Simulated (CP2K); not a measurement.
The F K edge of fluorocarbonylacetaldehyde was computed by TDDFT (CP2K XAS_TDP, aug-cc-pVDZ, TDA) at these levels: PBE, PBEh(45%) and PBEh(45%) + GW2X. The first three lines of F6 (bonded to C) with a strength over 0.0015, energy in eV and strength:

```csv
run,first,second,third
1,659.52 (0.007),664.34 (0.005),664.49 (0.002)
2,682.19 (0.011),683.85 (0.005),684.20 (0.019)
3,688.24 (0.011),689.90 (0.005),690.25 (0.019)
```

Question: Which run is which?

Run 1: PBE (0 % exact exchange). Run 2: PBEh(45%) (45 % exact exchange). Run 3: PBEh(45%) + GW2X (45 % exact exchange). Self-interaction lifts the core level, so the uncorrected lines rise with the share of exact exchange. The GW2X run keeps the spacings of its parent: 1.66 eV between the first two lines in run 3, 1.66 eV in run 2. Its shift is +6.05 eV, since the Kohn–Sham level at this share of exchange lies that far above the quasiparticle level.

[Banner, clock and machine lines of the logs are left out without a mark of their own.]

[Logs are printed without paths, hosts, clocks, repeated set-up lines and the standing remarks that a program may print on its own settings, such as how far it seeks lower states.]

[Hosts, paths, dates, database ids (printed as entryN), source tags and the programs' standing remarks are cut or masked in the printed files.]
